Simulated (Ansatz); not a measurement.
# Au wire along [110], 7 atoms a period: bands by functional and under strain, part 3 of 3

Aim: is the Au wire along [110], 7 atoms a period a metal or a semiconductor?

Ansatz 0.2.0; DFT PBE, plane waves, PAW; relaxation of a wire's period (the session's first sound run).

So far. Step 6 (Another level of theory, level r2SCAN, cutoff 500 eV): Bands cross the Fermi level, as under PBE at the relaxed period. Step 7 (Two-component spinors): Bands cross the Fermi level, as under PBE at the relaxed period, with no moment.

### 8. Strain along the wire, period over the relaxed period 0.97, k-mesh 1×1×23

This step: DFT PBE, plane waves, PAW; relaxation at a fixed period (Ansatz 0.2.0).

The period is set to 0.97 times the relaxed one and the atoms relax within it: strain changes bond lengths and angles, which shifts the bands against each other. Against the first PBE run of this kind, the mesh along the wire has 23 points against 30.

The cell differs from the one that the last finished run ended in (c 2.751 → 2.669 Å).

File input.yaml:

```yaml
crystal:
  lattice:
    - [10.96, 0.0, 0.0]
    - [0.0, 12.683, 0.0]
    - [0.0, 0.0, 2.6687355848]
  atoms:
    - { symbol: Au, position: [0.5, 0.729439601, 0.0] }
    - { symbol: Au, position: [0.5, 0.5, 0.0] }
    - { symbol: Au, position: [0.308733061, 0.385639186, 0.5] }
    - { symbol: Au, position: [0.308733061, 0.614360814, 0.5] }
    - { symbol: Au, position: [0.691266939, 0.385639186, 0.5] }
    - { symbol: Au, position: [0.691266939, 0.614360814, 0.5] }
    - { symbol: Au, position: [0.5, 0.270560399, 0.0] }
kpoints:
  mp_grid: { grid: [1, 1, 23] }
  band_path: { path: ["Γ", Z], npoints: 50 }
scf:
  occupations: { method: fermi_dirac, width: 0.05 }
hamiltonian:
  xc: pbe
relax:
  max_steps: 40
  f_tol: 0.02
output:
  stress: true
```

Launch:

```
$ ansatz run input.yaml --threads 8 --pin off --max-ram 16384MiB --backend cpu --events-out ev --progress --plain --runs-dir out
```

Numbers of over 12 decimals in the logs are rounded to 6 here.

The program printed:

```text
Warning: output.stress: scf.convergence.dr2_threshold = 1e-7 eV (the SCF's general default) is looser than the 7e-10 eV advised for a printed stress (1e-10 eV for each atom of the cell: 7). What an SCF threshold leaves in a stress goes as its square root, and in the free energy as the threshold itself, and one threshold admits the most on a small cell: [figures from the program's tests cut] Every solve of this run an [...]
[...]
Crystal: 7 atoms, lattice volume = 370.969 Å³
Basis set: ecut = 420 eV, 7311 PW (Γ), exchange–correlation on 150×180×36 points (8 copies of the dense FFT grid, shifted against one another)
Bands: 80, of which v1, the nominal top of the filled ones, is band 67 counted from 1 (66 counted from 0)
Symmetry: 8 space group operations
[...]
k-points: 12 of 23
[...]
SCF iter   1: F=—  HF=-92041.324634 eV  |F-HF|=—  |Δ(HF+E_count)|=         —  Δρ=2.85e-3  dr2=1.45e-1  ethr=1.77e-3  ⟨swp⟩=6.9  Hψ=3759  notcnv=0  defer=17
[...]
SCF iter   6: F=-92041.321879 eV  HF=-92041.321880 eV  |F-HF|=9.70e-7  |Δ(HF+E_count)|=   1.36e-5  Δρ=2.35e-5  dr2=3.77e-6  ethr=7.52e-9  ⟨swp⟩=3.2  Hψ=3626  notcnv=0
SCF 1 converged in 6 iterations: F = -92041.321879 eV  dr2 = 3.77e-6
[...]
relax step   1: F+E_penalty+E_count = -92041.32187878 eV  Δ(F+E_penalty+E_count) = +0.000e0 eV  max|allowed force component| = 2.336e-1 eV/Å  Δτ_max = 0.0000 Å  (6 SCF iters, dr2 threshold 1.00e-5 eV, accepted)
[...]
SCF iter   6: F=-92041.271107 eV  HF=-92041.271107 eV  |F-HF|=9.02e-8  |Δ(HF+E_count)|=   3.92e-7  Δρ=1.32e-5  dr2=5.57e-7  ethr=2.56e-9  ⟨swp⟩=5.1  Hψ=3536  notcnv=0
SCF 2 converged in 6 iterations: F = -92041.271107 eV  dr2 = 5.57e-7
relax step   2: F+E_penalty+E_count = -92041.27110701 eV  Δ(F+E_penalty+E_count) = +5.077e-2 eV  max|allowed force component| = 3.662e-1 eV/Å  Δτ_max = 0.1056 Å  (6 SCF iters, dr2 threshold 3.41e-6 eV, rejected (line search))
SCF iter   1: F=—  HF=-92041.352130 eV  |F-HF|=—  |Δ(HF+E_count)|=         —  Δρ=3.08e-3  dr2=4.14e-2  ethr=2.79e-4  ⟨swp⟩=5.0  Hψ=2583  notcnv=0  defer=62
[...]
SCF iter   7: F=-92041.344022 eV  HF=-92041.344022 eV  |F-HF|=5.01e-9  |Δ(HF+E_count)|=   2.42e-7  Δρ=2.52e-6  dr2=2.87e-8  ethr=7.52e-11  ⟨swp⟩=5.0  Hψ=3439  notcnv=0
SCF 3 converged in 7 iterations: F = -92041.344022 eV  dr2 = 2.87e-8
relax step   3: F+E_penalty+E_count = -92041.34402174 eV  Δ(F+E_penalty+E_count) = -2.214e-2 eV  max|allowed force component| = 2.200e-2 eV/Å  Δτ_max = 0.0358 Å  (7 SCF iters, accepted)
SCF iter   1: F=—  HF=-92041.344526 eV  |F-HF|=—  |Δ(HF+E_count)|=         —  Δρ=2.28e-4  dr2=1.62e-4  ethr=1.57e-6  ⟨swp⟩=3.0  Hψ=2067  notcnv=0  defer=62
[...]
SCF iter   5: F=-92041.344301 eV  HF=-92041.344301 eV  |F-HF|=2.73e-8  |Δ(HF+E_count)|=   2.33e-7  Δρ=3.27e-6  dr2=3.84e-8  ethr=7.52e-11  ⟨swp⟩=3.6  Hψ=3863  notcnv=0
SCF 4 converged in 5 iterations: F = -92041.344301 eV  dr2 = 3.84e-8
relax step   4: F+E_penalty+E_count = -92041.34430137 eV  Δ(F+E_penalty+E_count) = -2.796e-4 eV  max|allowed force component| = 5.723e-3 eV/Å  Δτ_max = 0.0054 Å  (5 SCF iters, accepted)
[...]
the band table was solved once a step of the walk had ended and its energy, with any forces and stress, was formed, with the checks that follow a solve (4571 applications of the Hamiltonian). They found nothing against the state; the energy, forces and stress were not computed again (output.eigenvalues in the input reference)
[...]
SCF converged after 5 iterations
Free energy (F): -92041.344301 eV
[...]
Internal energy: -92041.318854 eV  (E = F + TS)
E sigma→0 (E₀):  -92041.331578 eV
Entropy (-TS):   -0.025447 eV (-3.635 meV/atom)
Fermi energy:    2.946983 eV
[...]
--- Forces (eV/Å), atoms counted from 1 ---
  atom   1  Au     0.00000000    -0.00572255     0.00000000
  atom   2  Au    -0.00000000     0.00000000     0.00000000
  atom   3  Au    -0.00349042     0.00314575     0.00000000
  atom   4  Au    -0.00349042    -0.00314575     0.00000000
  atom   5  Au     0.00349042     0.00314575     0.00000000
  atom   6  Au     0.00349042    -0.00314575     0.00000000
  atom   7  Au     0.00000000     0.00572255     0.00000000
  max |Σ_I F_I| component: 8.67e-19 eV/Å
--- Stress (GPa, compression-positive) ---
        0.005609       0.000000       0.000000
        0.000000      -0.105812       0.000000
        0.000000       0.000000       2.948417
  P = ⅓ Tr σ = 0.9494 GPa (9.494 kbar)
--- Band table (eV; the first three rows and the last of 12) ---
  k-point 0: bands = [... 63 lower, 1.4654, 1.5880, 1.6476, 1.7441, 1.7685, 2.6410, 3.7037, 4.0706, ... 9 higher]
  k-point 1: bands = [... 63 lower, 1.4133, 1.5120, 1.5472, 1.8073, 1.9200, 2.7313, 3.7398, 4.2135, ... 9 higher]
  k-point 2: bands = [... 63 lower, 1.2805, 1.3357, 1.4444, 1.9698, 2.1510, 2.9547, 3.8427, 4.5848, ... 9 higher]
  k-point 11: bands = [... 63 lower, 4.0999, 4.6529, 5.0713, 5.2123, 6.2569, 6.3607, 6.8840, 7.2169, ... 9 higher]
--- Relaxed structure (4 steps of the walk, 3 accepted, 0 SCFs on fresh bases) ---
  F+E_penalty+E_count = -92041.34430137 eV   max|allowed force component| = 5.723e-3 eV/Å
  atoms:
    - { symbol: Au, position: [0.5, 0.730629, 0.0] }
    - { symbol: Au, position: [0.5, 0.5, 0.0] }
    - { symbol: Au, position: [0.305102, 0.384863, 0.5] }
    - { symbol: Au, position: [0.305102, 0.615137, 0.5] }
    - { symbol: Au, position: [0.694898, 0.384863, 0.5] }
    - { symbol: Au, position: [0.694898, 0.615137, 0.5] }
    - { symbol: Au, position: [0.5, 0.269371, 0.0] }
```

Elapsed: 18 s, on 8 threads of Arm Neoverse V1, shared host; peak memory 1.6 GiB.

The steps of the relaxation:

```csv
step,energy less that of the first step (eV),largest force component (eV/Å)
1,0.0000,0.2336
2,0.0508,0.3662
3,-0.0221,0.0220
4,-0.0224,0.0057
```

Relaxation step 2 was tried and not accepted.

Forces are held to the 8 operations that the run works with; a distortion that breaks them can't arise in this run.

The atoms that moved most (Å):

```csv
atom,dx,dy,dz,length
Au6,0.040,0.010,0.000,0.041
Au5,0.040,-0.010,0.000,0.041
Au4,-0.040,0.010,0.000,0.041
Au3,-0.040,-0.010,0.000,0.041
Au7,0.000,-0.015,0.000,0.015
Au1,0.000,0.015,0.000,0.015
```

The relaxed structure:

```
Au
1.0
    10.96000    0.00000    0.00000
     0.00000   12.68300    0.00000
     0.00000    0.00000    2.66874
Au
7
Direct
  0.50000 0.73063 0.00000
  0.50000 0.50000 0.00000
  0.30510 0.38486 0.50000
  0.30510 0.61514 0.50000
  0.69490 0.38486 0.50000
  0.69490 0.61514 0.50000
  0.50000 0.26937 0.00000
```

Numbers from this step:

```
energy at zero smearing : -92041.3316 eV
```

The electronic bands at the labelled points (eV, zero at the Fermi level):

```csv
point,band 63,band 64,band 65,band 66,band 67,band 68,band 69,band 70
Γ,-1.53,-1.48,-1.36,-1.30,-1.20,-1.18,-0.31,0.76
halfway,-1.95,-1.72,-1.67,-1.39,0.03,0.25,1.26,1.75
Z,-1.06,1.58,1.85,1.85,2.72,2.72,3.57,4.12
```

Bands cross the Fermi level, as under PBE at the relaxed period.

### 9. Strain along the wire, period over the relaxed period 0.94, k-mesh 1×1×24

The period is set to 0.94 times the relaxed one and the atoms relax within it: strain changes bond lengths and angles, which shifts the bands against each other. Against the first PBE run of this kind, the mesh along the wire has 24 points against 30.

The cell differs from the one that the last finished run ended in (c 2.669 → 2.586 Å).

Changes to input.yaml since step 8:

```diff
@@ -4,3 +4,3 @@
     - [0.0, 12.683, 0.0]
-    - [0.0, 0.0, 2.6687355848]
+    - [0.0, 0.0, 2.5861973709]
   atoms:
@@ -14,3 +14,3 @@
 kpoints:
-  mp_grid: { grid: [1, 1, 23] }
+  mp_grid: { grid: [1, 1, 24] }
   band_path: { path: ["Γ", Z], npoints: 50 }
```

The program printed:

```text
[...]
Crystal: 7 atoms, lattice volume = 359.496 Å³
Basis set: ecut = 420 eV, 7075 PW (Γ), exchange–correlation on 150×180×36 points (8 copies of the dense FFT grid, shifted against one another)
Bands: 80, of which v1, the nominal top of the filled ones, is band 67 counted from 1 (66 counted from 0)
Symmetry: 8 space group operations
[...]
atoms:
    - { symbol: Au, position: [0.500000, 0.730958, 0.0] }
    - { symbol: Au, position: [0.500000, 0.5, 0.0] }
    - { symbol: Au, position: [0.301519, 0.384944, 0.500000] }
    - { symbol: Au, position: [0.301519, 0.615056, 0.500000] }
    - { symbol: Au, position: [0.698481, 0.384944, 0.500000] }
    - { symbol: Au, position: [0.698481, 0.615056, 0.500000] }
    - { symbol: Au, position: [0.500000, 0.269042, 0.0] }
[key lines of the parts left out:]
SCF converged after 6 iterations
Free energy (F): -92040.973748 eV
Fermi energy:    3.155582 eV
P = ⅓ Tr σ = 2.6692 GPa (26.692 kbar)
```

Run time: 20 s. Hardware: 8 threads; peak memory 1.6 GiB; 2.5 min of CPU time.

Relaxation path:

```csv
step,energy less that of the first step (eV),largest force component (eV/Å)
1,0.0000,0.4651
2,0.1146,0.5279
3,-0.0774,0.0565
4,-0.0796,0.0127
```

Relaxation step 2 was tried and not accepted.

The run keeps the 8 symmetry operations that it works with, so distortions that break them were not tested.

The atoms that moved most (Å):

```csv
atom,dx,dy,dz,length
Au4,-0.079,0.009,0.000,0.080
Au3,-0.079,-0.009,0.000,0.080
Au6,0.079,0.009,0.000,0.080
Au5,0.079,-0.009,0.000,0.080
Au1,0.000,0.019,0.000,0.019
Au7,0.000,-0.019,0.000,0.019
```

Final coordinates:

```xyz
7
Lattice="10.9600 0.0000 0.0000 0.0000 12.6830 0.0000 0.0000 0.0000 2.5862" Properties=species:S:1:pos:R:3
Au    5.4800    9.2707    0.0000
Au    5.4800    6.3415    0.0000
Au    3.3046    4.8822    1.2931
Au    3.3046    7.8008    1.2931
Au    7.6554    4.8822    1.2931
Au    7.6554    7.8008    1.2931
Au    5.4800    3.4123    0.0000
```

Numbers from this step:

* energy at zero smearing: -92040.9616 eV

Bands cross the Fermi level, as under PBE at the relaxed period.

### 10. The same system on other settings

This step: DFT LDA, plane waves, PAW; bands of a perfect wire at the PBE geometry; changed: scf.occupations.method = "gaussian", scf.occupations.width = 0.01, basis.ecutwfc = "29.4 Ry" (Ansatz 0.2.0).

The atoms of the band run (LDA) are kept and the input is varied, to see whether the result depends on it.

Changes to input.yaml since step 9:

```diff
@@ -4,3 +4,3 @@
     - [0.0, 12.683, 0.0]
-    - [0.0, 0.0, 2.5861973709]
+    - [0.0, 0.0, 2.7512737988]
   atoms:
@@ -14,12 +14,9 @@
 kpoints:
-  mp_grid: { grid: [1, 1, 24] }
+  mp_grid: { grid: [1, 1, 22] }
   band_path: { path: ["Γ", Z], npoints: 50 }
 scf:
-  occupations: { method: fermi_dirac, width: 0.05 }
+  occupations: { method: gaussian, width: 0.01 }
 hamiltonian:
-  xc: pbe
-relax:
-  max_steps: 40
-  f_tol: 0.02
-output:
-  stress: true
+  xc: lda
+basis:
+  ecutwfc: "29.4 Ry"
```

The program printed:

```text
Warning: basis.ecutwfc = 400.007378 eV is below the records' recommended 420 eV, and the density's cutoff is lower with it unless basis.ecutrho_ratio is high enough to keep the records' density cutoff: compare with a run at a higher cutoff
[...]
Crystal: 7 atoms, lattice volume = 382.443 Å³
Basis set: ecut = 400.007378 eV, 7015 PW (Γ)
Bands: 80, of which v1, the nominal top of the filled ones, is band 67 counted from 1 (66 counted from 0)
Symmetry: 8 space group operations
[...]
k-points: 12 of 22
[...]
SCF iter   1: F=—  HF=-90048.672896 eV  |F-HF|=—  |Δ(HF+E_count)|=         —  Δρ=5.46e-3  dr2=2.01e-1  ethr=1.77e-3  ⟨swp⟩=7.2  Hψ=3759  notcnv=0  defer=22
[...]
SCF iter  11: F=-90048.645971 eV  HF=-90048.645971 eV  |F-HF|=1.23e-8  |Δ(HF+E_count)|=   1.47e-9  Δρ=1.63e-6  dr2=1.68e-8  ethr=7.52e-11  ⟨swp⟩=13.0  Hψ=3180  notcnv=0
SCF 1 converged in 11 iterations: F = -90048.645971 eV  dr2 = 1.68e-8
[...]
SCF converged after 11 iterations
Free energy (F): -90048.645971 eV
[...]
Internal energy: -90048.645452 eV  (E = F + TS)
E sigma→0 (E₀):  -90048.645711 eV
Entropy (-TS):   -0.000519 eV (-0.074 meV/atom)
Fermi energy:    2.411707 eV
[...]
--- Band table (eV; the first three rows and the last of 12) ---
  k-point 0: bands = [... 63 lower, 0.8150, 0.9504, 1.0146, 1.2186, 1.2297, 2.1266, 3.2111, 3.5350, ... 9 higher]
  k-point 1: bands = [... 63 lower, 0.7698, 0.8869, 0.9353, 1.2836, 1.3534, 2.2128, 3.2462, 3.6746, ... 9 higher]
  k-point 2: bands = [... 63 lower, 0.6566, 0.7401, 0.8542, 1.4301, 1.5876, 2.4328, 3.3472, 4.0417, ... 9 higher]
  k-point 11: bands = [... 63 lower, 3.5513, 3.7348, 4.0141, 4.6501, 4.7185, 5.6664, 5.8110, 6.4198, ... 9 higher]
```

The job ended after 10 s (8 threads; peak memory 1.5 GiB).

This step gave:

| Property | Result |
| --- | --- |
| energy at zero smearing | -90048.6457 eV |

It took 10 s against 11 s for the run it varies.

Against step 4 (now cutoff 400.007 eV, occupations Gaussian and smearing width 0.01 eV), the free energy moves by +1.9 meV an atom.

### 11. The same system on other settings

This step: DFT LDA, plane waves, PAW; bands of a perfect wire at the PBE geometry; changed: scf.occupations.width = null, scf.occupations.method = "tetrahedron", kpoints.mp_grid.shift = [0.0, 0.0, 0.5] (Ansatz 0.2.0).

The atoms of the band run (LDA) are kept and the input is varied, to see whether the result depends on it.

Changes to input.yaml since step 10:

```diff
@@ -14,9 +14,7 @@
 kpoints:
-  mp_grid: { grid: [1, 1, 22] }
+  mp_grid: { grid: [1, 1, 22], shift: [0.0, 0.0, 0.5] }
   band_path: { path: ["Γ", Z], npoints: 50 }
 scf:
-  occupations: { method: gaussian, width: 0.01 }
+  occupations: { method: tetrahedron }
 hamiltonian:
   xc: lda
-basis:
-  ecutwfc: "29.4 Ry"
```

The program printed:

```text
[...]
Crystal: 7 atoms, lattice volume = 382.443 Å³
Basis set: ecut = 420 eV, 7511 PW (Γ)
Bands: 80, of which v1, the nominal top of the filled ones, is band 67 counted from 1 (66 counted from 0)
Symmetry: 8 space group operations
[...]
k-points: 11 of 22
[...]
--- Band table (eV; the first three rows and the last of 11) ---
  k-point 0: bands = [... 63 lower, 0.8064, 0.9471, 0.9930, 1.2424, 1.2707, 2.1581, 3.2222, 3.5761, ... 9 higher]
  k-point 1: bands = [... 63 lower, 0.7239, 0.8340, 0.8975, 1.3459, 1.4742, 2.3199, 3.2912, 3.8408, ... 9 higher]
  k-point 2: bands = [... 63 lower, 0.5903, 0.6818, 0.8391, 1.5284, 1.7253, 2.5838, 3.4220, 4.2880, ... 9 higher]
  k-point 10: bands = [... 63 lower, 3.1215, 3.8613, 4.0910, 4.2057, 5.2928, 5.4896, 6.0047, 6.0731, ... 9 higher]
[key lines of the parts left out:]
SCF converged after 10 iterations
Free energy (F): -90048.649957 eV
Fermi energy:    2.310098 eV
```

Run time: 9.9 s. Hardware: 8 threads; peak memory 1.6 GiB.

It took 9.9 s against 11 s for the run it varies.

### 12. Results

```yaml
cell_length_pbe: 2.751 Å
conductance_pbe: 6.00 G₀
gap_period_scaled_by_0p97: none
gap_period_scaled_by_0p94: none
```

In words: Under PBE the cell's length is 2.75 Å, and it is a metal with 6 channels a spin next to the Fermi level, 6.00 G₀ at 300 K. A perfect wire passes every open channel, so the conductance counts half a G₀ for each forward-moving state at the Fermi level, spin by spin. Transport is coherent and elastic here: the atoms are frozen, so scattering by vibrations plays no part.

[Logs are printed without paths, hosts, clocks, repeated set-up lines and the standing remarks that a program may print on its own settings, such as how far it seeks lower states.]

[Hosts, paths, dates, database ids (printed as entryN), source tags and the programs' standing remarks are cut or masked in the printed files.]
